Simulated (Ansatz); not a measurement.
## (AlAs)2(GaAs)2 [001] superlattice, started as zinc blende: the cell at rest

Aim: bring (AlAs)2(GaAs)2 [001] superlattice, started as zinc blende to small forces and stress, as phonons need.

Calculated with Ansatz 0.2.0; DFT PBEsol, scalar-relativistic, plane waves, PAW.

Report form: the programs' logs are mostly left out.

The structure was built from a prototype and need not be the compound's stable phase.

### 1. Starting point

It takes space group P-4m2 (No. 115, tetragonal). The conventional cell has a = 3.999 Å, b = 3.999 Å, c = 11.310 Å, α = 90.00°, β = 90.00°, γ = 90.00°. Al has 4 As at 2.45 Å nearest. Nearest to As lie 4 Al at 2.45 Å. As has 2 Al at 2.45 Å and 2 Ga at 2.45 Å nearest. Nearest to As lie 4 Ga at 2.45 Å. Nearest to Ga lie 4 As at 2.45 Å. Farther neighbours are not listed.

Coordinates:

```cif
data_structure
_symmetry_space_group_name_H-M 'P 1'
_symmetry_Int_Tables_number 1
_cell_length_a 3.9987
_cell_length_b 3.9987
_cell_length_c 11.3100
_cell_angle_alpha 90.000
_cell_angle_beta 90.000
_cell_angle_gamma 90.000
_cell_volume 180.84
loop_
_atom_site_label
_atom_site_type_symbol
_atom_site_fract_x
_atom_site_fract_y
_atom_site_fract_z
_atom_site_occupancy
Al1 Al 0.00000 0.00000 0.00000 1
Al2 Al 0.50000 0.50000 0.25000 1
As3 As 0.50000 0.00000 0.12500 1
As4 As 0.00000 0.50000 0.37500 1
As5 As 0.50000 0.00000 0.62500 1
As6 As 0.00000 0.50000 0.87500 1
Ga7 Ga 0.00000 0.00000 0.50000 1
Ga8 Ga 0.50000 0.50000 0.75000 1
```

### 2. A coarse first look

First a cheap look: the gap decides the mesh and the occupations, the pressure tells how far the cell has to move.

Input file input.yaml:

```yaml
crystal:
  lattice:
    - [2.8275, 2.8275, 0.0]
    - [-2.8275, 2.8275, 0.0]
    - [0.0, 0.0, 11.31]
  atoms:
    - { symbol: Al, position: [0.0, 0.0, 0.0] }
    - { symbol: Al, position: [0.5, 0.5, 0.25] }
    - { symbol: As, position: [0.5, 0.0, 0.125] }
    - { symbol: As, position: [1.0, 0.5, 0.375] }
    - { symbol: As, position: [0.5, 0.0, 0.625] }
    - { symbol: As, position: [1.0, 0.5, 0.875] }
    - { symbol: Ga, position: [0.0, 0.0, 0.5] }
    - { symbol: Ga, position: [0.5, 0.5, 0.75] }
kpoints:
  mp_grid: { grid: [4, 4, 2] }
hamiltonian:
  xc: pbesol
scf:
  occupations: { method: gaussian, width: 0.1 }
output:
  forces: true
  stress: true
  eigenvalues: true
```

Command:

```
$ ansatz run input.yaml --threads 8 --pin off --max-ram 14336MiB --backend cpu --events-out ev --progress --plain --runs-dir out
```

It took 1.6 s on 8 threads of Arm Neoverse V2, shared host; peak memory 0.64 GiB.

A gap read on the k-mesh alone can miss the band edges.

This step gave:

| Property | Result |
| --- | --- |
| pressure | 0.5544 GPa |
| gap on the k-mesh | 1.093 eV |
| volume per atom | 22.61 Å³ |
| direct gap on mesh | 1.093 eV |

The coarse mesh shows a gap of 1.09 eV and a pressure of 0.6 GPa.

### 3. Relaxation

The cell and atoms are relaxed, since residual forces and stress would shift the frequencies.

input.yaml, the sections that differ from step 2:

```yaml
kpoints:
  mp_grid: { grid: [6, 6, 2] }
scf:
  occupations: { method: gaussian, width: 0.02 }
output:
  forces: true
  stress: true
  eigenvalues: true
  write_density: true
  write_potential: true
  elf: true
  volumetric_format: npy
relax:
  adjacent_minimum: "off"
  f_tol: 0.005
  max_steps: 80
  cell: { stress_tol: 0.05 }
# crystal, hamiltonian: as in step 2
```

Elapsed: 12 s, on 8 threads; peak memory 0.8 GiB.

Relaxation path:

```csv
step,energy less that of the first step (eV),largest force component (eV/Å),pressure (GPa),volume (Å³)
1,0.0000,0.0354,0.47,180.84
2,-0.0020,0.0082,0.04,181.90
3,-0.0020,0.0025,-0.01,182.03
4*,-0.0022,0.0025,-0.01,182.03
```

Relaxation steps marked * repeat the geometry before them on a plane-wave basis chosen anew for their cell, so energy and pressure can jump there.

The run keeps the 8 symmetry operations that it works with, so distortions that break them were not tested.

```csv
"conventional cell, symmetrised",before,after,change
a (Å),3.999,4.012,+0.3 %
b (Å),3.999,4.012,+0.3 %
c (Å),11.310,11.308,-0.0 %
volume (Å³/atom),22.61,22.75,+0.7 %
```

Final coordinates:

```cif
data_structure
_symmetry_space_group_name_H-M 'P 1'
_symmetry_Int_Tables_number 1
_cell_length_a 4.0121
_cell_length_b 4.0121
_cell_length_c 11.3082
_cell_angle_alpha 90.000
_cell_angle_beta 90.000
_cell_angle_gamma 90.000
_cell_volume 182.03
loop_
_atom_site_label
_atom_site_type_symbol
_atom_site_fract_x
_atom_site_fract_y
_atom_site_fract_z
_atom_site_occupancy
Al1 Al 0.00000 0.00000 0.99967 1
Al2 Al 0.50000 0.50000 0.25033 1
As3 As 0.50000 0.00000 0.12500 1
As4 As 0.00000 0.50000 0.37530 1
As5 As 0.50000 0.00000 0.62500 1
As6 As 0.00000 0.50000 0.87470 1
Ga7 Ga 0.00000 0.00000 0.50038 1
Ga8 Ga 0.50000 0.50000 0.74962 1
```

This step gave:

```yaml
pressure: -0.008300 GPa
gap_on_the_k_mesh: 1.067 eV
volume_per_atom: 22.75 Å³
direct_gap_on_mesh: 1.067 eV
```

ELF in the ac plane at fractional y = 0.000, with atoms of Al and As and Ga within 0.2 Å of it. It is the smooth field of the valence electrons, not physical close to the nuclei.

Values, 24 rows by 14 columns, each cell a mean:
```
0.11 0.07 0.13 0.32 0.40 0.36 0.31 0.30 0.33 0.37 0.39 0.27 0.07 0.09
0.26 0.27 0.27 0.24 0.16 0.11 0.07 0.06 0.08 0.12 0.20 0.25 0.27 0.27
0.33 0.30 0.23 0.16 0.08 0.04 0.02 0.02 0.02 0.05 0.10 0.17 0.26 0.31
0.13 0.12 0.09 0.06 0.03 0.02 0.02 0.02 0.02 0.02 0.04 0.06 0.10 0.13
0.04 0.04 0.03 0.03 0.04 0.05 0.08 0.08 0.07 0.05 0.03 0.03 0.03 0.04
0.01 0.02 0.03 0.07 0.17 0.27 0.36 0.38 0.33 0.24 0.12 0.06 0.02 0.02
0.02 0.04 0.13 0.27 0.46 0.56 0.62 0.63 0.60 0.54 0.39 0.23 0.08 0.03
0.06 0.12 0.33 0.49 0.58 0.59 0.51 0.48 0.55 0.60 0.56 0.46 0.23 0.10
0.21 0.31 0.55 0.64 0.62 0.45 0.20 0.20 0.26 0.51 0.65 0.63 0.45 0.27
0.28 0.34 0.57 0.73 0.71 0.55 0.30 0.26 0.38 0.60 0.74 0.70 0.46 0.31
0.16 0.20 0.33 0.54 0.74 0.72 0.63 0.60 0.66 0.73 0.70 0.48 0.26 0.18
0.16 0.05 0.19 0.30 0.50 0.60 0.58 0.57 0.60 0.60 0.41 0.28 0.12 0.04
0.10 0.09 0.22 0.25 0.29 0.29 0.24 0.23 0.26 0.29 0.27 0.26 0.17 0.07
0.23 0.24 0.25 0.23 0.17 0.10 0.05 0.04 0.06 0.12 0.21 0.24 0.25 0.24
0.25 0.25 0.21 0.15 0.08 0.04 0.02 0.01 0.02 0.05 0.10 0.17 0.23 0.25
0.12 0.11 0.08 0.06 0.03 0.03 0.02 0.02 0.02 0.03 0.04 0.06 0.09 0.11
0.03 0.03 0.03 0.03 0.05 0.08 0.11 0.13 0.10 0.07 0.04 0.03 0.03 0.03
0.02 0.02 0.04 0.09 0.21 0.33 0.44 0.46 0.40 0.30 0.15 0.07 0.03 0.02
0.02 0.04 0.15 0.31 0.50 0.59 0.64 0.65 0.63 0.57 0.43 0.26 0.09 0.04
0.07 0.15 0.37 0.53 0.59 0.59 0.50 0.47 0.54 0.60 0.58 0.50 0.27 0.12
0.22 0.36 0.61 0.67 0.62 0.44 0.20 0.20 0.26 0.51 0.66 0.67 0.52 0.31
0.40 0.59 0.82 0.83 0.73 0.55 0.29 0.24 0.37 0.61 0.78 0.84 0.76 0.53
0.15 0.40 0.84 0.91 0.84 0.75 0.64 0.61 0.68 0.78 0.88 0.91 0.70 0.30
0.18 0.07 0.40 0.74 0.79 0.73 0.65 0.63 0.68 0.75 0.79 0.69 0.19 0.09
```
Columns run along a (4.0 Å), rows up along c (11.3 Å). Atoms in or near the plane, at fractional coordinates: Al at (0.00, 0.00), As at (0.50, 0.12), As at (0.50, 0.62), Ga at (0.00, 0.50).

Electrostatic potential energy in the ac plane at fractional y = 0.000, with atoms of Al and As and Ga within 0.2 Å of it. With pseudopotentials it is smooth inside the atoms' cores, unlike the true potential.

Ten even steps from '_' (-15 eV) to '@' (11 eV), each cell a mean:
```
==--..==##%%@@@@@@%%**--..--
::--++##%%@@@@@@@@@@%%**==--
##%%%%@@@@@@@@@@@@@@@@%%%%%%
@@@@@@@@@@@@@@@@@@@@@@@@@@@@
@@@@@@@@@@@@@@@@@@@@@@@@@@@@
@@@@@@@@@@@@@@@@@@@@@@@@@@@@
@@@@@@@@%%##**++**##%%@@@@@@
@@@@@@%%==::--==--::**%%@@@@
@@@@%%**::++@@@@@@----##%%@@
****##**::--%%%%##::==####**
____--****==------==**++..__
______--##%%%%%%%%%%**::____
______==%%@@@@@@@@%%##--____
::--++##%%@@@@@@@@@@%%##==::
%%%%%%@@@@@@@@@@@@@@@@@@%%%%
@@@@@@@@@@@@@@@@@@@@@@@@@@@@
@@@@@@@@@@@@@@@@@@@@@@@@@@@@
@@@@@@@@@@@@@@@@@@@@@@@@@@@@
@@@@@@@@%%##******##@@@@@@@@
@@@@@@%%==::====--::**%%@@@@
@@@@%%**::++@@@@%%----##%%@@
****##**::--%%@@**::==####**
::::--++**==------==**++::::
**==..==##%%%%%%%%%%**--::++
```
Columns run along a (4.0 Å; values clipped at the 3rd and 97th percentile), rows up along c (11.3 Å). Atoms in or near the plane, at fractional coordinates: Al at (0.00, 0.00), As at (0.50, 0.12), As at (0.50, 0.62), Ga at (0.00, 0.50).

Valence density in the ac plane at fractional y = 0.000, with atoms of Al and As and Ga within 0.2 Å of it. It is the smooth field of the valence electrons, not physical close to the nuclei.

Ten steps, logarithmic in the rise over the least value, from '_' (0 e/Å³) to '@' (33 e/Å³), each cell a mean:
```
____________________________
____________________________
____________________________
____________________________
____________________________
____________________________
__________..........________
________..--==++==::..______
______..--++%%@@##++::..____
........::==##%%**==::......
++--::..::::----::::....::==
@@%%--::..............::++%%
%%**--..____________....==##
::::..__________________..::
____________________________
____________________________
____________________________
____________________________
__________..........________
________..--++++==::..______
______..--++%%@@##==::..____
____....::==##%%**==::....__
____......::----::::......__
______..................____
```
Columns run along a (4.0 Å), rows up along c (11.3 Å). Atoms in or near the plane, at fractional coordinates: Al at (0.00, 0.00), As at (0.50, 0.12), As at (0.50, 0.62), Ga at (0.00, 0.50).

In this step the volume went from 22.61 to 22.75 Å³/atom.

### 4. Tight relaxation

Phonons need a cell at rest on their own settings, so the relaxation is repeated with tight tolerances on forces and stress, using the mesh and the filling of the phonon run that follows.

Input file input.yaml:

```yaml
crystal:
  lattice:
    - [2.8369998461, 2.8369998461, 0.0]
    - [-2.8369998461, 2.8369998461, 0.0]
    - [0.0, 0.0, 11.3082196826]
  atoms:
    - { symbol: Al, position: [0.0, 0.0, -0.0003274305] }
    - { symbol: Al, position: [0.5, 0.5, 0.2503274305] }
    - { symbol: As, position: [0.5, 0.0, 0.125] }
    - { symbol: As, position: [1.0, 0.5, 0.3752974949] }
    - { symbol: As, position: [0.5, 0.0, 0.625] }
    - { symbol: As, position: [1.0, 0.5, 0.8747025051] }
    - { symbol: Ga, position: [0.0, 0.0, 0.5003785766] }
    - { symbol: Ga, position: [0.5, 0.5, 0.7496214234] }
kpoints:
  mp_grid: { grid: [8, 8, 2] }
hamiltonian:
  xc: pbesol
scf:
  occupations: { method: fixed }
output:
  forces: true
  stress: true
  eigenvalues: true
relax:
  adjacent_minimum: "off"
  f_tol: 0.001
  max_steps: 60
  cell: { stress_tol: 0.01 }
```

It took 17 s on 8 threads; peak memory 0.88 GiB.

Relaxation path:

```csv
step,energy less that of the first step (eV),largest force component (eV/Å),pressure (GPa),volume (Å³)
1,0.0000,0.0037,-0.01,182.03
2,-0.0001,0.0016,0.00,182.02
3,-0.0001,0.0002,0.00,182.02
4*,-0.0001,0.0002,0.00,182.02
```

Relaxation steps marked * repeat the geometry before them on a plane-wave basis chosen anew for their cell, so energy and pressure can jump there.

The run keeps the 8 symmetry operations that it works with, so distortions that break them were not tested.

```csv
"conventional cell, symmetrised",before,after,change
a (Å),4.012,4.009,-0.1 %
b (Å),4.012,4.009,-0.1 %
c (Å),11.308,11.326,+0.2 %
volume (Å³/atom),22.75,22.75,-0.0 %
```

Final coordinates:

```xyz
8
Lattice="2.8346 2.8346 0.0000 -2.8346 2.8346 0.0000 0.0000 0.0000 11.3262" Properties=species:S:1:pos:R:3 pbc="T T T"
Al    0.0000    0.0000   -0.0040
Al    0.0000    2.8346    2.8356
As    1.4173    1.4173    1.4158
As    1.4173    4.2520    4.2515
As    1.4173    1.4173    7.0789
As    1.4173    4.2520    9.9063
Ga    0.0000    0.0000    5.6677
Ga    0.0000    2.8346    8.4901
```

This step gave:

```yaml
pressure: -1.53e-4 GPa
gap_on_the_k_mesh: 1.068 eV
direct_gap_on_mesh: 1.068 eV
```

The largest force component left is 0.20 meV/Å and the pressure is 0.000 GPa, within the tolerances set. The cell now holds 22.75 Å³/atom.

### 5. What came out

```json
{
 "space group after relaxation (within 0.01 Å)": "P-4m2",
 "lattice constant a": "4.009 Å",
 "lattice constant b": "4.009 Å",
 "lattice constant c": "11.326 Å",
 "volume per atom": "22.8 Å³",
 "gap on the k-mesh": "1.07 eV"
}
```

In words: The largest force component left is 0.20 meV/Å and the pressure is 0.000 GPa, within the tolerances set. The cell now holds 22.75 Å³/atom. The relaxation keeps the symmetry of its start, so it says nothing on stability against lower symmetry. The starting cell was built on a prototype and not taken from a measurement, so the phase need not exist.

[Logs are printed without paths, hosts, clocks, repeated set-up lines and the standing remarks that a program may print on its own settings, such as how far it seeks lower states.]

[Hosts, paths, dates, database ids (printed as entryN), source tags and the programs' standing remarks are cut or masked in the printed files.]
